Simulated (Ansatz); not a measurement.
# 3-layer antimonene (AA') in a perpendicular field

Wanted: the out-of-plane response of the 3-layer antimonene (AA'). A positive field points along +c.

Method: plane-wave DFT, PBE-D3(BJ), Ansatz PAW, in Ansatz 0.2.0.

### 1. Set-up

The cell holds 6 atoms: 6 Sb. Its edges and angles: a = 4.120 Å, b = 4.120 Å, c = 52.950 Å, α = 90.0°, β = 90.0°, γ = 120.0°. Regions: layer 1: antimonene, 2 atoms (2 Sb); layer 2: antimonene, 2 atoms (2 Sb); layer 3: antimonene, 2 atoms (2 Sb). Vacuum lies along c.

### 2. Relaxing the slab

The starting cell is a guess, so the in-plane lattice and the atoms are relaxed first, with the slab cut off from its images along the normal.

The input, input.yaml:

```yaml
crystal:
  lattice:
    - [4.12, 0.0, 0.0]
    - [-2.06, 3.5680246636, 0.0]
    - [0.0, 0.0, 52.9500000009]
  atoms:
    - { symbol: Sb, position: [0.6666666667, 0.3333333333, 0.3966005666] }
    - { symbol: Sb, position: [0.3333333333, 0.6666666667, 0.4277620397] }
    - { symbol: Sb, position: [0.3333333333, 0.6666666667, 0.4844192635] }
    - { symbol: Sb, position: [0.6666666667, 0.3333333333, 0.5155807365] }
    - { symbol: Sb, position: [0.6666666667, 0.3333333333, 0.5722379603] }
    - { symbol: Sb, position: [0.3333333333, 0.6666666667, 0.6033994334] }
  periodic: [true, true, false]
kpoints:
  mp_grid: { grid: [12, 12, 1] }
hamiltonian:
  xc: pbe
  dispersion: d3bj
scf:
  occupations: { method: fermi_dirac, width: 0.05 }
  convergence: { dr2_threshold: 1.0e-09 }
relax:
  f_tol: 0.004
  max_steps: 90
  cell: {}
output:
  write_potential: true
  write_density: true
  volumetric_format: npy
```

Run with:

```sh
ansatz run input.yaml --threads 4 --pin off --max-ram 8192MiB --backend cpu --events-out ev --progress --plain --runs-dir out
```

Standard output:

```text
Warning: relax.cell: scf.convergence.dr2_threshold = 1e-9 eV is looser than the 1.36704621223e-10 eV advised for a relaxation that steers and ends on the stress (1e-10 eV for each atom of the cell: 6, times the square of relax.cell.stress_2d_tol = 0.05 N/m over 20.9 Å (the atoms' height at the walk's start and 5 Å past either face), 2.387e-2 GPa, over a crystal's default 0.05). What an SCF threshold leaves in a stress goes as its square root, and in the free energy as the threshold itself, and one threshold admits the most on a small cell: [figures from the program's tests cut] Set scf.convergence.dr2_threshold to 1.36704621223e-10 eV or tighter. [rest of the remark cut]
Engine: ansatz 0.2.0, x86_64-unknown-linux-gnu
Pseudopotentials: kind: paw
Pseudopotential: Sb, paw, valence charge 15, recommended cutoff 420 eV (normal), Sb.paw.azcp
Functional definition: PBE
  parameter kappa = 0.804
  parameter beta = 0.066725
  exchange = pbe_x(kappa = kappa, mu = beta*pi^2/3)
  correlation = pbe_c(beta = beta)
Crystal: 6 atoms, lattice volume = 778.379 Å³
Basis set: ecut = 420 eV, 15057 PW (Γ), exchange–correlation on 60×60×720 points (8 copies of the dense FFT grid, shifted against one another)
Bands: 54, of which v1, the nominal top of the filled ones, is band 45 counted from 1 (44 counted from 0)
Symmetry: 12 space group operations
Space group: P-3m1 (ITA 164), of the structure as read, at distance tolerance 9.2e-5 Å
k-points: 19 of 144
Non-local potential: Sb, projectors of the file, l = 0: 2, l = 1: 2, l = 2: 2, l = 3: 2
PAW form: soft (Blöchl's): semilocal exchange-correlation on the pseudo side does not see the compensation charge
PAW one-centre angular grid: Sb, 590 points (default); XC on 64 Gauss nodes
Initial density: superposition of atomic densities (neutral atoms: chi_scale 0, normalization atom), corrected by the library's trained network
Initial wavefunctions: pseudopotential atomic-orbital guess
Functional: x = pbe(κ = 0.804, μ = 0.219515), c = pbe(β = 0.066725)
SCF iter   1: F=—  HF=-38907.742319 eV  |F-HF|=—  |Δ(HF+E_count)|=         —  Δρ=1.50e-3  dr2=2.93e-1  ethr=1.77e-3  ⟨swp⟩=16.7  Hψ=6596  notcnv=0  defer=10
preconditioner: auto → LDOS  [metal: Δε(μ)=0.113 eV  Ē_g=7.476 eV  σ=0.050 eV  W_gap=0.45  n_scr=110 (ndim 8)  ℏωp=7.3 eV  f_vac=0.717  D(μ)=2.62/eV (n_scr^D=12)  β→1.0]
SCF iter   2: F=—  HF=-38907.720383 eV  |F-HF|=—  |Δ(HF+E_count)|=   2.19e-2  Δρ=8.01e-4  dr2=1.07e-2  ethr=3.26e-4  ⟨swp⟩=3.9  Hψ=1593  notcnv=0  defer=29
SCF iter   3: F=—  HF=-38907.718212 eV  |F-HF|=—  |Δ(HF+E_count)|=   2.17e-3  Δρ=4.28e-4  dr2=6.97e-3  ethr=1.19e-5  ⟨swp⟩=3.0  Hψ=2230  notcnv=0  defer=29
SCF iter   4: F=—  HF=-38907.717568 eV  |F-HF|=—  |Δ(HF+E_count)|=   6.44e-4  Δρ=8.48e-5  dr2=7.72e-4  ethr=7.74e-6  ⟨swp⟩=2.9  Hψ=1999  notcnv=0  defer=29
SCF iter   5: F=—  HF=-38907.717543 eV  |F-HF|=—  |Δ(HF+E_count)|=   2.48e-5  Δρ=3.76e-5  dr2=3.69e-5  ethr=8.58e-7  ⟨swp⟩=1.9  Hψ=1208  notcnv=0  defer=29
SCF iter   6: F=—  HF=-38907.717535 eV  |F-HF|=—  |Δ(HF+E_count)|=   7.96e-6  Δρ=1.15e-5  dr2=3.26e-6  ethr=4.10e-8  ⟨swp⟩=3.2  Hψ=2098  notcnv=0  defer=29
SCF iter   7: F=—  HF=-38907.717569 eV  |F-HF|=—  |Δ(HF+E_count)|=   3.41e-5  Δρ=3.81e-6  dr2=1.53e-7  ethr=3.62e-9  ⟨swp⟩=2.8  Hψ=1999  notcnv=0  defer=29
SCF iter   8: F=—  HF=-38907.717570 eV  |F-HF|=—  |Δ(HF+E_count)|=   7.41e-8  Δρ=9.90e-7  dr2=9.72e-9  ethr=1.70e-10  ⟨swp⟩=3.0  Hψ=2150  notcnv=0  defer=29
SCF iter   9: F=—  HF=-38907.717570 eV  |F-HF|=—  |Δ(HF+E_count)|=   5.30e-8  Δρ=2.88e-7  dr2=1.21e-9  ethr=1.11e-12  ⟨swp⟩=12.6  Hψ=7781  notcnv=0
SCF iter  10: F=-38907.717570 eV  HF=-38907.717570 eV  |F-HF|=1.13e-9  |Δ(HF+E_count)|=   5.30e-9  Δρ=9.03e-8  dr2=7.75e-11  ethr=1.11e-12  ⟨swp⟩=9.8  Hψ=6263  notcnv=0
SCF 1 converged in 10 iterations: F = -38907.717570 eV  dr2 = 7.75e-11
  greatest PAW one-centre occupation: 0.996 electrons in one spin orbital (limit 2), on the Sb atom at site 3 (counted from 0), in its partial waves of l = 2
relax step   1: F+E_penalty+E_count = -38907.71756961 eV  Δ(F+E_penalty+E_count) = +0.000e0 eV  max|allowed force component| = 6.975e-1 eV/Å  Δτ_max = 0.0000 Å  P = -0.344 N/m  Ω = 778.379 Å³  fix = [c, alpha, beta]  reactions: c +0.000 N/m  (10 SCF iters, accepted)
Crystal: 6 atoms, lattice volume = 780.006 Å³
Initial density: handed on by an earlier stage of this run
Initial wavefunctions: those handed on with the density
iter 1 solved again at ethr=7.82e-5 eV; its pass at ethr=3.10e-3 eV (dr2=7.04e-2 eV) is discarded
SCF iter   1: F=—  HF=-38907.897336 eV  |F-HF|=—  |Δ(HF+E_count)|=         —  Δρ=3.10e-3  dr2=7.03e-2  ethr=7.82e-5  ⟨swp⟩=2.8  Hψ=5928  notcnv=0
preconditioner: auto → LDOS  [metal: Δε(μ)=0.092 eV  Ē_g=7.457 eV  σ=0.050 eV  W_gap=0.41  n_scr=110 (ndim 8)  ℏωp=7.3 eV  f_vac=0.711  D(μ)=2.50/eV (n_scr^D=12)  β→1.0]
SCF iter   2: F=—  HF=-38907.896213 eV  |F-HF|=—  |Δ(HF+E_count)|=   1.12e-3  Δρ=5.73e-4  dr2=6.96e-3  ethr=7.81e-5  ⟨swp⟩=2.7  Hψ=1536  notcnv=0
SCF iter   3: F=—  HF=-38907.895146 eV  |F-HF|=—  |Δ(HF+E_count)|=   1.07e-3  Δρ=3.56e-4  dr2=2.73e-3  ethr=7.74e-6  ⟨swp⟩=3.0  Hψ=2306  notcnv=0
SCF iter   4: F=—  HF=-38907.894687 eV  |F-HF|=—  |Δ(HF+E_count)|=   4.59e-4  Δρ=1.03e-4  dr2=2.99e-4  ethr=3.04e-6  ⟨swp⟩=2.4  Hψ=1873  notcnv=0
SCF iter   5: F=—  HF=-38907.894652 eV  |F-HF|=—  |Δ(HF+E_count)|=   3.44e-5  Δρ=3.64e-5  dr2=4.96e-5  ethr=3.32e-7  ⟨swp⟩=2.5  Hψ=1678  notcnv=0
SCF iter   6: F=—  HF=-38907.894654 eV  |F-HF|=—  |Δ(HF+E_count)|=   1.69e-6  Δρ=1.11e-5  dr2=1.55e-6  ethr=5.51e-8  ⟨swp⟩=3.2  Hψ=2065  notcnv=0
SCF iter   7: F=—  HF=-38907.894679 eV  |F-HF|=—  |Δ(HF+E_count)|=   2.46e-5  Δρ=2.84e-6  dr2=2.41e-7  ethr=1.72e-9  ⟨swp⟩=3.0  Hψ=2097  notcnv=0
SCF iter   8: F=—  HF=-38907.894679 eV  |F-HF|=—  |Δ(HF+E_count)|=   1.75e-7  Δρ=1.08e-6  dr2=1.39e-8  ethr=2.67e-10  ⟨swp⟩=3.6  Hψ=2129  notcnv=0
SCF iter   9: F=—  HF=-38907.894679 eV  |F-HF|=—  |Δ(HF+E_count)|=   3.68e-8  Δρ=5.77e-7  dr2=4.63e-9  ethr=1.54e-11  ⟨swp⟩=3.0  Hψ=2060  notcnv=0
SCF iter  10: F=-38907.894679 eV  HF=-38907.894679 eV  |F-HF|=3.03e-9  |Δ(HF+E_count)|=   1.42e-9  Δρ=1.03e-7  dr2=2.13e-10  ethr=1.11e-12  ⟨swp⟩=9.9  Hψ=8068  notcnv=0
SCF 2 converged in 10 iterations: F = -38907.894679 eV  dr2 = 2.13e-10
relax step   2: F+E_penalty+E_count = -38907.89467893 eV  Δ(F+E_penalty+E_count) = -1.771e-1 eV  max|allowed force component| = 3.887e-1 eV/Å  Δτ_max = 0.1947 Å  P = +0.497 N/m  Ω = 780.006 Å³  energy of the carried Pulay correction = -7.619e-5 eV  fix = [c, alpha, beta]  reactions: c +0.000 N/m  (10 SCF iters, accepted)
[...]
relax step   5: F+E_penalty+E_count = -38908.16445458 eV  Δ(F+E_penalty+E_count) = -7.638e-2 eV  max|allowed force component| = 1.128e-1 eV/Å  Δτ_max = 0.2000 Å  P = -0.266 N/m  Ω = 766.583 Å³  energy of the carried Pulay correction = +5.570e-4 eV  fix = [c, alpha, beta]  reactions: c +0.000 N/m  (9 SCF iters, accepted)
relax step   6: F+E_penalty+E_count = -38908.19424599 eV  Δ(F+E_penalty+E_count) = -2.979e-2 eV  max|allowed force component| = 8.881e-2 eV/Å  Δτ_max = 0.1716 Å  P = +0.118 N/m  Ω = 756.543 Å³  energy of the carried Pulay correction = +1.038e-3 eV  fix = [c, alpha, beta]  reactions: c +0.000 N/m  (9 SCF iters, accepted)
relax step   7: F+E_penalty+E_count = -38908.18776893 eV  Δ(F+E_penalty+E_count) = +6.477e-3 eV  max|allowed force component| = 1.689e-1 eV/Å  Δτ_max = 0.1781 Å  P = -0.763 N/m  Ω = 773.277 Å³  energy of the carried Pulay correction = +2.399e-4 eV  fix = [c, alpha, beta]  (9 SCF iters, rejected (line search))
relax step   8: F+E_penalty+E_count = -38908.20169852 eV  Δ(F+E_penalty+E_count) = -7.453e-3 eV  max|allowed force component| = 1.151e-2 eV/Å  Δτ_max = 0.0891 Å  P = +0.049 N/m  Ω = 758.173 Å³  energy of the carried Pulay correction = +9.593e-4 eV  fix = [c, alpha, beta]  reactions: c +0.000 N/m  (9 SCF iters, accepted)
relax step   9: F+E_penalty+E_count = -38908.20293883 eV  Δ(F+E_penalty+E_count) = -1.240e-3 eV  max|allowed force component| = 2.805e-3 eV/Å  Δτ_max = 0.0513 Å  P = -0.002 N/m  Ω = 758.237 Å³  energy of the carried Pulay correction = +9.563e-4 eV  fix = [c, alpha, beta]  reactions: c -0.000 N/m  (9 SCF iters, accepted)
relax step  10: F+E_penalty+E_count = -38908.20299784 eV  Δ(F+E_penalty+E_count) = -5.902e-5 eV  max|allowed force component| = 4.326e-4 eV/Å  Δτ_max = 0.0123 Å  P = -0.000 N/m  Ω = 758.093 Å³  energy of the carried Pulay correction = +9.632e-4 eV  fix = [c, alpha, beta]  reactions: c -0.000 N/m  (7 SCF iters, accepted)
Initial wavefunctions: pseudopotential atomic-orbital guess (no wavefunctions were taken with the density)
iter 1 solved again at ethr=4.90e-7 eV; its pass at ethr=3.10e-3 eV (dr2=4.41e-4 eV) is discarded
SCF iter   1: F=—  HF=-38908.201950 eV  |F-HF|=—  |Δ(HF+E_count)|=         —  Δρ=1.25e-5  dr2=1.54e-7  ethr=4.90e-7  ⟨swp⟩=5.2  Hψ=9300  notcnv=0
eigensolver tolerance schedule: the retry pair's looser diagonalisation over-reported the residual by 2871.72 of it (diagonalisation noise at 0.83 of the residual, at the tolerance the schedule requests for it); recorded, not acted on — ethr = c·dr2/N_el stays at c = 1.0e-1
preconditioner: auto → Resta (q_TF=auto, 1.913 Å⁻¹)  ε∞=2.0  [insulator: Δε(μ)=0.697 eV  Ē_g=7.325 eV  σ=0.050 eV  W_gap=1.00  n_scr=98 (ndim 8)  ℏωp=7.4 eV  f_vac=0.678  D(μ)=0.01/eV (n_scr^D=0)  ε∞_Penn≈2.0  vacuum switching on, ρ_ref=3.9e-3 e/Å³]
SCF iter   2: F=—  HF=-38908.201977 eV  |F-HF|=—  |Δ(HF+E_count)|=   2.74e-5  Δρ=6.79e-6  dr2=5.67e-8  ethr=1.71e-10  ⟨swp⟩=4.9  Hψ=3173  notcnv=0
SCF iter   3: F=—  HF=-38908.201977 eV  |F-HF|=—  |Δ(HF+E_count)|=   1.39e-7  Δρ=1.81e-6  dr2=5.29e-8  ethr=6.30e-11  ⟨swp⟩=2.9  Hψ=2013  notcnv=0
SCF iter   4: F=—  HF=-38908.201977 eV  |F-HF|=—  |Δ(HF+E_count)|=   1.08e-8  Δρ=8.79e-7  dr2=4.60e-8  ethr=5.88e-11  ⟨swp⟩=2.5  Hψ=1315  notcnv=0
SCF iter   5: F=—  HF=-38908.201977 eV  |F-HF|=—  |Δ(HF+E_count)|=   4.35e-9  Δρ=4.13e-7  dr2=2.99e-9  ethr=5.12e-11  ⟨swp⟩=2.1  Hψ=1343  notcnv=0
SCF iter   6: F=-38908.201977 eV  HF=-38908.201977 eV  |F-HF|=9.31e-10  |Δ(HF+E_count)|=  5.24e-10  Δρ=9.71e-8  dr2=5.19e-10  ethr=1.11e-12  ⟨swp⟩=11.7  Hψ=8256  notcnv=0
SCF 11 converged in 6 iterations: F = -38908.201977 eV  dr2 = 5.19e-10
relax step  11: F+E_penalty+E_count = -38908.20197745 eV  Δ(F+E_penalty+E_count) = +1.020e-3 eV  max|allowed force component| = 3.644e-4 eV/Å  Δτ_max = 0.0000 Å  P = +0.003 N/m  Ω = 758.093 Å³  fix = [c, alpha, beta]  reactions: c +0.000 N/m  stress off target by 3.49e-3 N/m on what of the cell is left free  SCF on the basis re-selected at this cell (its energy is not comparable with the rows above)  (6 SCF iters)
basis re-selected at this cell: Δ(F+E_penalty+E_count) = +1.020e-3 eV, ΔP = +0.004 N/m vs the last step (what re-selecting the basis moved, of the pressure what is left beyond the Pulay correction that the steps carried, after the strain that the cell walked since its last selection, with what the two solves' SCF thresholds leave and, on support functions, any second-order correction that the steps lacked; it is no m [...]
WARN: The output density's exchange-correlation potential varies sharply where the density is thin. Do not read a vacuum level from v_tot or v_xc, or from such a field of the output density. On a cell that repeats whose density bears no net charge and no dipole along the vacuum's axis use v_es (v_loc + v_h of the components); under efield.dipole_correction with no amplitude use v_es + v_field, which holds any externa [...]
SCF converged after 6 iterations
Free energy (F): -38908.201977 eV
Harris-Foulkes:  -38908.201977 eV  (|F-HF|=9.31e-10)
Internal energy: -38908.201859 eV  (E = F + TS)
E sigma→0 (E₀):  -38908.201918 eV
Entropy (-TS):   -0.000119 eV (-0.020 meV/atom)
Fermi energy:    -4.244010 eV
--- Per-component energies (eV) ---
  E_band       = -2274.716414
  E_kinetic    = 1239.756513
  E_local      = -410237.766256  (includes V_loc(G=0)·N_el)
  E_nonlocal   = 2172.786251
  E_hartree    = 204045.033083
  E_xc         = -828.372639
  E_vxc        = -573.992623  (∫ρ·V_xc dr)
  E_paw        = -27451.442312  (= ΣΔE_a)
  E_vpaw       = -2965.576394  (= ΣTr[D̂ρ^β])
  E_aug_tail   = -0.000009  (compensation charges beyond the density's cutoff)
  E_ewald      = 192153.611428
  E_disp       = -1.807917  (pairwise vdW)
  E_smearing   = -0.000119  (= −TS)
  E_closure    = 0.000000  (closes the sum)
  Σ components = -38908.201977   (vs F -38908.201977, Δ=0.00e0)
--- Forces (eV/Å), atoms counted from 1 ---
  atom   1  Sb     0.00000000     0.00000000    -0.00028114
  atom   2  Sb    -0.00000000    -0.00000000    -0.00006446
  atom   3  Sb    -0.00000000    -0.00000000     0.00036436
  atom   4  Sb     0.00000000     0.00000000    -0.00036436
  atom   5  Sb     0.00000000     0.00000000     0.00006446
  atom   6  Sb    -0.00000000    -0.00000000     0.00028114
  max |Σ_I F_I| component: 9.25e-18 eV/Å
--- 2D stress c σ (N/m, compression-positive) ---
        0.003489      -0.000000       0.000000
       -0.000000       0.003489      -0.000000
        0.000000      -0.000000       0.000000
  P = ½ c Tr σ = 0.0035 N/m
--- Band table (eV; the first three rows and the last of 19) ---
  k-point 0: bands = [... 41 lower, -4.7113, -4.7062, -4.6786, -4.6786, -3.2257, -2.8730, -2.6536, -2.0224, ... 5 higher]
  k-point 1: bands = [... 41 lower, -4.9329, -4.8901, -4.8576, -4.6397, -2.7260, -2.4858, -2.3226, -2.1319, ... 5 higher]
  k-point 2: bands = [... 41 lower, -5.3276, -5.2850, -5.2525, -4.6444, -3.1402, -2.9473, -2.7486, -1.5837, ... 5 higher]
  k-point 18: bands = [... 41 lower, -6.6841, -6.6841, -6.3289, -6.3289, -3.7553, -3.4358, -3.1104, -1.8547, ... 5 higher]
  the weakly bound empty levels are not read free of the cell's end (no_gap_told)
--- Relaxed structure (10 steps of the walk, 9 accepted, 1 SCFs on fresh bases) ---
  F+E_penalty+E_count = -38908.20197745 eV   max|allowed force component| = 3.644e-4 eV/Å   (the final SCF, on the basis selected at the relaxed cell)
  cell:  # Å, volume = 758.0929 Å³
    - [4.065958, 0.0, 0]
    - [-2.032979, 3.521223, 0]
    - [0, 0, 52.9500000009]
  atoms:
    - { symbol: Sb, position: [0.666667, 0.333333, 0.377150] }
    - { symbol: Sb, position: [0.333333, 0.666667, 0.408359] }
    - { symbol: Sb, position: [0.333333, 0.666667, 0.484386] }
    - { symbol: Sb, position: [0.666667, 0.333333, 0.515614] }
    - { symbol: Sb, position: [0.666667, 0.333333, 0.591641] }
    - { symbol: Sb, position: [0.333333, 0.666667, 0.622850] }
```

It took 4.5 min on 4 threads of Intel Xeon at 2.50GHz (Skylake/Cascade Lake), shared host; peak memory 1.7 GiB.

The steps of the relaxation:

| step | energy less that of the first step (eV) | largest force component (eV/Å) | volume (Å³) |
| --- | --- | --- | --- |
| 1 | 0.0000 | 0.6975 | 778.38 |
| 2 | -0.1771 | 0.3887 | 780.01 |
| 3 | -0.2721 | 0.3650 | 776.79 |
| 4 | -0.3705 | 0.3066 | 764.56 |
| 5 | -0.4469 | 0.1128 | 766.58 |
| 6 | -0.4767 | 0.0888 | 756.54 |
| 7 | -0.4702 | 0.1689 | 773.28 |
| 8 | -0.4841 | 0.0115 | 758.17 |
| 9 | -0.4854 | 0.0028 | 758.24 |
| 10 | -0.4854 | 0.0004 | 758.09 |
| 11* | -0.4844 | 0.0004 | 758.09 |

Relaxation steps marked * repeat the geometry before them on a plane-wave basis chosen anew for their cell, so energy and pressure can jump there. Relaxation step 7 was tried and not accepted.

Forces are held to the 12 operations that the program found; a distortion that breaks them can't arise in this run.

| cell as run | before | after | change |
| --- | --- | --- | --- |
| a (Å) | 4.120 | 4.066 | -1.3 % |
| b (Å) | 4.120 | 4.066 | -1.3 % |

The atoms that moved most (Å, along periodic axes as changes of fractional coordinates times the final cell, across vacuum about the mean position):

| atom | dx | dy | dz | length |
| --- | --- | --- | --- | --- |
| Sb6 | 0.000 | 0.000 | 1.030 | 1.030 |
| Sb1 | 0.000 | 0.000 | -1.030 | 1.030 |
| Sb5 | 0.000 | 0.000 | 1.027 | 1.027 |
| Sb2 | 0.000 | 0.000 | -1.027 | 1.027 |

Read from the output:

```yaml
energy_at_zero_smearing: -38908.2019 eV
```

The lattice constant a goes from 4.120 to 4.066 Å.

(Part 1 of 2 ends here.)

[Long decimals in the printed logs are rounded to 6 places.]

[Logs are printed without paths, hosts, clocks, repeated set-up lines and the standing remarks that a program may print on its own settings, such as how far it seeks lower states.]

[Hosts, paths, dates, database ids (printed as entryN), source tags and the programs' standing remarks are cut or masked in the printed files.]

[Maps of the electrostatic potential energy from Ansatz leave out the sawtooth potential of an applied field or a dipole correction, so their vacuum need not be flat; planar profiles and work functions include it.]
